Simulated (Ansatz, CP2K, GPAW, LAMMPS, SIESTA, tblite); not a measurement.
# GPAW on two particles of Al after sintering (141 atoms): settings against a plane-wave reference

Aim: run two particles of Al after sintering (141 atoms) in GPAW and see how near its forces come to a plane-wave reference, and at what cost.

Calculated with GPAW 26.7.0; the method is named at each step.

### Step 1. The structure

The cell holds 141 atoms: 141 Al. Cell: a = 22.838 Å, b = 23.816 Å, c = 36.621 Å, α = 90.0°, β = 90.0°, γ = 90.0°. It derives from Al (fcc Al). 2 sphere(s) of radius 6.88, 6.19 Å cut from fcc Al (a = 4.05 Å), turned at random and set in contact, in vacuum; annealed 50 ps at 520 K with the Finnis-Sinclair Al potential (Mendelev, file Al_mm.eam.fs of the LAMMPS distribution), cooled to 300 K. Vacuum lies along a, b and c.

The yardstick, on the same geometry:

```
method                 : Kohn-Sham DFT, PBE, PAW, plane waves (Ansatz 0.2.0); cutoff 420 eV, Γ point, fermi-dirac smearing of 0.05 eV; PAW set soft_2
r.m.s. force component : 0.4629 eV/Å
longest force          : 1.756 eV/Å
SCF cycles             : 9
time                   : 69 s on 16 threads of Intel Xeon Platinum 8488C (Sapphire Rapids), shared host
CPU time               : 16 min
```

### Step 2. PBE, LCAO dzp, h 0.2 Å

Method: Kohn-Sham DFT, PBE, PAW, atomic orbitals (dzp).

File run.py:

```python
import numpy as np
from ase.io import read
from gpaw import GPAW, FermiDirac
from ase.parallel import parprint as print

atoms = read("structure.xyz")
atoms.calc = GPAW(
    mode="lcao",
    basis="dzp",
    h=0.2,
    xc="PBE",
    kpts={"size": (1, 1, 1), "gamma": True},
    occupations=FermiDirac(0.05),
    maxiter=200,
    symmetry={"point_group": False},
    txt="gpaw.txt",
)
energy = atoms.get_potential_energy(force_consistent=True)
forces = atoms.get_forces()
print(f"energy {energy:.6f} eV")
print("forces (eV/A)")
for i, (a, f) in enumerate(zip(atoms, forces)):
    print(f"{i:4d} {a.symbol:2s} {f[0]:10.5f} {f[1]:10.5f} {f[2]:10.5f}")
print(f"Fermi level {atoms.calc.get_fermi_level():.4f} eV")
for k in range(len(atoms.calc.get_ibz_k_points())):
    for s in range(atoms.calc.get_number_of_spins()):
        e = atoms.calc.get_eigenvalues(kpt=k, spin=s)
        n = np.searchsorted(e, atoms.calc.get_fermi_level())
        print(f"k {k} spin {s} levels about the Fermi level:", np.round(e[max(n - 6, 0):n], 4).tolist(), "|", np.round(e[n:n + 6], 4).tolist())
```

File structure.xyz:

```xyz
141
Lattice="22.83819 0.00000 0.00000 0.00000 23.81578 0.00000 0.00000 0.00000 36.62134" Properties=species:S:1:pos:R:3 pbc="T T T"
Al 13.13561 16.57054 1.62818
Al 15.40687 16.05755 35.14843
Al 15.63320 15.45692 1.01697
Al 10.77826 14.83247 29.27144
Al 10.45898 17.03805 31.29037
Al 13.07075 17.34789 35.41796
Al 16.23339 14.64980 3.63943
Al 15.40527 17.25644 3.04799
Al 13.78330 13.26325 4.99369
Al 14.08888 17.59986 7.69744
Al 11.45358 18.43842 0.82252
Al 11.50268 17.99377 3.42556
Al 11.56754 17.18261 6.32560
Al 12.94971 18.04236 32.82664
Al 13.59443 13.54546 31.35263
Al 12.87046 15.98015 30.77950
Al 11.25580 12.54091 29.90901
Al 16.13381 12.56116 1.61024
Al 15.83235 11.44110 33.60960
Al 15.74031 13.45830 35.58313
Al 13.35006 14.54120 36.26318
Al 13.32791 12.56997 34.11205
Al 13.68236 11.90670 0.19446
Al 15.68824 14.08418 33.17893
Al 13.31649 15.44287 33.57921
Al 10.99750 14.51357 31.98654
Al 11.11421 14.05179 34.64379
Al 8.98957 18.50724 33.27891
Al 10.65059 16.59412 34.07469
Al 13.47408 15.85083 4.28433
Al 13.81642 11.35084 2.86708
Al 13.50514 13.96819 2.32875
Al 11.14481 15.17923 2.85280
Al 11.18340 13.23252 0.66871
Al 11.38781 12.38992 3.53726
Al 10.82736 15.85988 0.03516
Al 9.05603 17.88660 35.86511
Al 8.52801 15.30450 35.15868
Al 8.40057 14.34043 1.21803
Al 11.26654 19.02143 34.63610
Al 6.97387 16.45075 0.61744
Al 8.76279 13.83721 3.83499
Al 9.35407 16.36287 4.53775
Al 13.77440 18.46342 4.90836
Al 9.20539 17.12355 1.95375
Al 13.47522 10.91382 32.05539
Al 8.60018 13.95819 30.50008
Al 10.90432 9.87450 30.83224
Al 15.92987 10.52967 36.31482
Al 13.89156 10.06288 34.82213
Al 11.25283 11.32726 35.15759
Al 11.32135 9.25267 33.22251
Al 11.63035 8.59559 36.00537
Al 10.99636 11.85907 32.61533
Al 8.82559 13.27754 33.25730
Al 8.73538 11.32226 31.07760
[... 81 atom lines left out ...]
Al 8.88428 13.11321 6.65080
Al 16.04840 13.71884 6.25932
Al 15.88533 15.47264 8.23870
Al 15.64804 16.45075 5.70927
```

Run with:

```bash
> OMP_NUM_THREADS=1 mpirun -np 2 gpaw python run.py > output.txt
```

Output:

```text
energy -449.831231 eV
forces (eV/A)
   0 Al    0.41801    0.35103   -0.30041
   1 Al    0.30298    0.59502   -0.39065
   2 Al    0.26204   -0.24539    0.52140
   3 Al   -0.17354    1.47161   -0.48029
   4 Al    0.05603    0.52251   -0.09350
   5 Al    0.54150   -0.16975    0.78389
   6 Al   -0.31222   -0.26076   -0.14473
   7 Al    0.21542    0.32217    0.01982
   8 Al   -0.21023   -0.50088   -0.20230
   9 Al   -0.04584    0.48402    0.17879
  10 Al   -0.33363    0.42958   -0.58026
  11 Al   -0.09486   -0.01061    0.54014
  12 Al   -0.05197    0.59351   -0.90251
  13 Al   -0.22980   -0.30076   -0.77651
  14 Al    0.22519   -0.31904    0.26164
  15 Al    0.28297    0.84372   -0.13447
  16 Al    0.07944   -1.53673    0.53124
  17 Al   -0.04330    0.35091    0.24667
  18 Al    0.16447   -0.15337   -0.09819
  19 Al    0.38659   -1.00769    1.29570
  20 Al   -0.11640    0.14041   -0.34145
  21 Al    0.45458    1.01421    0.04196
  22 Al   -0.55544    0.34805    0.21425
  23 Al   -0.13591    0.26490   -0.96750
[...]
133 Al   -0.09939   -0.31092   -0.39935
 134 Al   -0.87372   -0.05762    0.06528
 135 Al    0.05626   -1.11510    0.58943
 136 Al    0.21123   -0.47581   -0.27159
 137 Al    0.97420    0.28253    0.29774
 138 Al    0.55293    0.18844    0.18490
 139 Al   -0.05817    0.12218    0.46448
 140 Al    0.63472    0.14829   -0.00234
Fermi level -2.7350 eV
k 0 spin 0 levels about the Fermi level: [-2.8922, -2.8533, -2.8168, -2.7872, -2.7544, -2.7361] | [-2.7064, -2.679, -2.6467, -2.6355, -2.6026, -2.5549]
```

gpaw.txt:

```text
Input parameters:
  mode=LCAO(),
  basis={'default': 'dzp'},
  h=0.2,
  kpts=MonkhorstPack(size=(1, 1, 1), gamma=True),
  maxiter=200,
  occupations=Occupations(name='fermi-dirac', width=0.05, fixmagmom=False),
  symmetry=Symmetry(point_group=False),
  xc=XC(name='PBE')
Unit cell  # Å
| periodic |         x |         y |         z |   lengths |    angles |
|----------|-----------|-----------|-----------|-----------|-----------|
|      yes | 22.838190 |  0.000000 |  0.000000 | 22.838190 | 90.000000 |
|      yes |  0.000000 | 23.815780 |  0.000000 | 23.815780 | 90.000000 |
|      yes |  0.000000 |  0.000000 | 36.621340 | 36.621340 | 90.000000 |
Number of symmetries: 1
Symmetry operations  # r_c * U_cc + t_c -> r_c
|   | kind |            matrix            |
|---|------|------------------------------|
| 0 |  E   |  1, 0, 0,  0, 1, 0,  0, 0, 1 |
BZ-sampling:
  Number of BZ points: 1
  Number of IBZ points: 1
  Monkhorst-Pack size: [1, 1, 1]
  Monkhorst-Pack shift: [0, 0, 0]
[... lines left out ...]
      Number of RI-basis functions 0
Reference energy: -931082.680349  # eV
eigensolver:
density mixing:
  MSR1-Mixer
occupation numbers:
  Fermi-Dirac:
    width: 0.0500  # eV
FastPoissonSolver using
    Stencil: 6*3+1=19 point O(h^6) finite-difference Laplacian
xc functional:
  name: PBE with 2 nearest neighbor stencil
interpolation: tri-quintic # 5. degree polynomial
Initialization done in: 40.198 s
convergence criteria:
- Maximum [total energy] change in last 3 cyles: 0.0005 eV / valence electron
- Maximum integral of absolute [dens]ity change: 0.0001 electrons / valence electron
- Maximum integral of absolute [eigenst]ate change: 4e-08 eV^2 / valence electron
maximum number of iterations: 200
SCF iterations
|iter     |      energy | eigst |  dens |
|---------|-------------|-------|-------|
|iter:   1| -460.290503 |      c|       |
|iter:   2| -454.555555 |      c| -0.83 |
|iter:   3| -483.723560 |      c| -0.90 |
|iter:   4| -528.060855 |      c| -0.83 |
[...]
|iter:  12| -449.712503 |      c| -1.73 |
|iter:  13| -449.628665 |      c| -2.00 |
|iter:  14| -449.619319c|      c| -2.14 |
|iter:  15| -449.611856c|      c| -2.17 |
|iter:  16| -449.592536c|      c| -2.19 |
[...]
|iter:  31| -449.547472c|      c| -3.79 |
|iter:  32| -449.547405c|      c| -3.92 |
|iter:  33| -449.547420c|      c| -4.13c|
Converged in 33 steps
SCF loop duration: 1191.920 s (36.119 s/step)
Energy contributions relative to reference atoms: (reference = -931082.680349)
Energy contributions:
  Kinetic:         606.956973
  Coulomb:        -379.010534
  Zero:             -1.255875
  External:          0.000000
  Xc:             -675.954172
  Entropy:          -0.567621
  Spinorbit:         0.000000
  ----------------------------
  Free energy:    -449.831231
  Extrapolated:   -449.547420
dipole moment: (0.203207, 0.344353, -62.059540)  # |e|*Ang
Fermi level: -2.735
Eigenvalues  # (at kpt = [0.000, 0.000, 0.000])
| band index |      eig [eV] | occ [0-2] |
|------------|---------------|-----------|
|          0 |       -13.502 |     2.000 |
|        ... |               |           |
|        204 |        -2.950 |     1.973 |
|        205 |        -2.927 |     1.958 |
[...]
|        219 |        -2.504 |     0.019 |
|        ... |               |           |
|        257 |        -1.469 |     0.000 |
Gap: 0.030 eV
Transition (v -> c):
  (s=0, k=0, n=211, [0.00, 0.00, 0.00]) -> (s=0, k=0, n=212, [0.00, 0.00, 0.00])
No difference between direct/indirect transitions
Force computation time: 69.550  # s
```

The job ended after 22 min (2 MPI ranks of Intel Xeon Platinum 8488C (Sapphire Rapids), shared host; peak memory 9.6 GiB).

Banners, paths, timers and routine set-up lines are dropped from the logs unmarked, and long logs keep their key lines alone; longer cuts are marked.

Numbers from this run, and their distance from the reference:

```
r.m.s. force component                  : 0.4918 eV/Å
r.m.s. difference of force components   : 52.94 meV/Å
longest difference of force vectors     : 149.4 meV/Å
force difference over r.m.s. force      : 11.44 %
slope of forces against the reference's : 1.058
correlation of force components         : 0.9957
```

The surroundings of Al48, which bears the longest force, nearest first, numbered as they follow in the input and with coordinates relative to it.

| atom | x | y | z | distance (Å) | bonds | Fx | Fy | Fz (eV/Å) |
| --- | --- | --- | --- | --- | --- | --- | --- | --- |
| Al48 | 0.00 | 0.00 | 0.00 | 0.00 | 6 | 1.06 | 0.48 | -1.48 |
| Al52 | 0.42 | -0.62 | 2.39 | 2.50 | 9 | 0.99 | -0.58 | 1.42 |
| Al77 | -1.85 | -1.35 | 1.08 | 2.54 | 6 | -0.57 | -0.67 | 0.04 |
| Al56 | -2.17 | 1.45 | 0.25 | 2.62 | 9 | 0.08 | 0.38 | -0.47 |
| Al54 | 0.09 | 1.98 | 1.78 | 2.67 | 12 | 0.25 | 0.77 | -0.12 |
| Al17 | 0.35 | 2.67 | -0.92 | 2.84 | 7 | 0.08 | -1.54 | 0.53 |
| Al46 | 2.57 | 1.04 | 1.22 | 3.03 | 7 | 0.13 | -0.69 | -0.37 |
| Al57 | -1.98 | 0.66 | 2.87 | 3.55 | 12 | 0.27 | 0.44 | 0.74 |
| Al78 | -4.12 | 0.07 | 1.35 | 4.34 | 6 | -0.73 | -0.13 | 0.10 |

Atoms are counted from 1 here, from 0 in the log.

Forces lie 11 % from the reference's, at 2.8 times its CPU time (on 2 against 16 cores).

### Step 3. A run with a doubtful setting

run.py: that of step 2 with these lines changed.

```diff
@@ -3,3 +3,2 @@
 from gpaw import GPAW, FermiDirac
-from ase.parallel import parprint as print
 
@@ -9,3 +8,3 @@
     basis="dzp",
-    h=0.2,
+    h=0.45,
     xc="PBE",
@@ -13,3 +12,3 @@
     occupations=FermiDirac(0.05),
-    maxiter=200,
+    maxiter=60,
     symmetry={"point_group": False},
```

structure.xyz is that of step 2.

Run with:

```bash
> OMP_NUM_THREADS=1 python run.py > output.txt
```

Output:

```text
energy -433.431418 eV
forces (eV/A)
   0 Al    0.44405    0.25747   -0.23242
   1 Al    0.22971    0.54416   -0.25343
   2 Al    0.30305   -0.16162    0.43633
   3 Al   -0.14101    1.37514   -0.46017
   4 Al    0.13289    0.43125   -0.18982
   5 Al    0.62889   -0.12583    0.67313
   6 Al   -0.27654   -0.25121   -0.10701
   7 Al    0.16681    0.42159    0.14385
   8 Al   -0.30153   -0.46814   -0.16603
   9 Al   -0.07857    0.39277    0.25483
  10 Al   -0.38286    0.28093   -0.46652
  11 Al   -0.14181   -0.10604    0.52367
[...]
136 Al    0.24211   -0.49815   -0.28116
 137 Al    0.90805    0.35019    0.31750
 138 Al    0.57002    0.19472    0.28592
 139 Al   -0.19528    0.24903    0.45619
 140 Al    0.69073    0.15865   -0.03141
Fermi level -2.7373 eV
k 0 spin 0 levels about the Fermi level: [-2.894, -2.8546, -2.8188, -2.7888, -2.7573, -2.7382] | [-2.709, -2.6816, -2.6494, -2.6377, -2.6052, -2.5574]
```

gpaw.txt:

```text
Input parameters:
  mode=LCAO(),
  basis={'default': 'dzp'},
  h=0.45,
  kpts=MonkhorstPack(size=(1, 1, 1), gamma=True),
  maxiter=60,
  occupations=Occupations(name='fermi-dirac', width=0.05, fixmagmom=False),
  symmetry=Symmetry(point_group=False),
  xc=XC(name='PBE')
Unit cell  # Å
[... lines left out ...]
  Fermi-Dirac:
[... lines left out ...]
convergence criteria:
- Maximum [total energy] change in last 3 cyles: 0.0005 eV / valence electron
[... lines left out ...]
Converged in 33 steps
[... lines left out ...]
  Free energy:    -433.431418
[... lines left out ...]
Fermi level: -2.737
[... lines left out ...]
|          0 |       -13.502 |     2.000 |
|        ... |               |           |
|        204 |        -2.952 |     1.973 |
|        205 |        -2.930 |     1.959 |
[...]
|        219 |        -2.506 |     0.019 |
|        ... |               |           |
|        257 |        -1.473 |     0.000 |
Gap: 0.029 eV
Transition (v -> c):
  (s=0, k=0, n=211, [0.00, 0.00, 0.00]) -> (s=0, k=0, n=212, [0.00, 0.00, 0.00])
No difference between direct/indirect transitions
Force computation time: 19.227  # s
timing:  # [seconds]
  Total:  339.936  # ━━━━━━━━━━━━━━━━━━━━━━━━━━━━━━━━━━━━━━━━━━━━━━━━━━━━━━━━
  Init:    11.926  # ━━
  SCF:    308.747  # ━━━━━━━━━━━━━━━━━━━━━━━━━━━━━━━━━━━━━━━━━━━━━━━━━━━
  Forces:  19.227  # ━━━
```

It took 5.7 min on 1 thread; peak memory 0.94 GiB.

The run converged all the same. The fault in the input: a grid far too coarse (grid spacing 0.45 Å).

Against the reference:

* r.m.s. difference of force components: 85.56 meV/Å
* longest difference of force vectors: 266.2 meV/Å
* force difference over r.m.s. force: 18.48 %
* slope of forces against the reference's: 1.051
* correlation of force components: 0.986
* energy less the same-level run's: 116.3 meV/atom
* r.m.s. force difference from the same-level run: 74.09 meV/Å

Further runs of this program without a result: GPAW PBE, LCAO dzp, h 0.22 Å (cut off at its time limit).

### Step 4. Summary of results

```
force difference from the reference : GPAW PBE, LCAO dzp, h 0.2 Å, 11 %
its CPU time                        : 43 min
```

The PBE run in local orbitals differs by 11 % (GPAW PBE, LCAO dzp, h 0.2 Å); basis, grid and potentials can all enter. The electron count is odd in these runs, and they have no spin polarisation, so the unpaired electron is spread evenly over both spins. The electron count is odd and the run has no spin polarisation, so levels at the top are partly filled by construction.

[Also dropped from logs without a mark: logging warnings of Python, and SIESTA's first energy breakdown and zero terms.]

[Logs are printed without paths, hosts, clocks, repeated set-up lines and the standing remarks that a program may print on its own settings, such as how far it seeks lower states.]

[Hosts, paths, dates, database ids (printed as entryN), source tags and the programs' standing remarks are cut or masked in the printed files.]
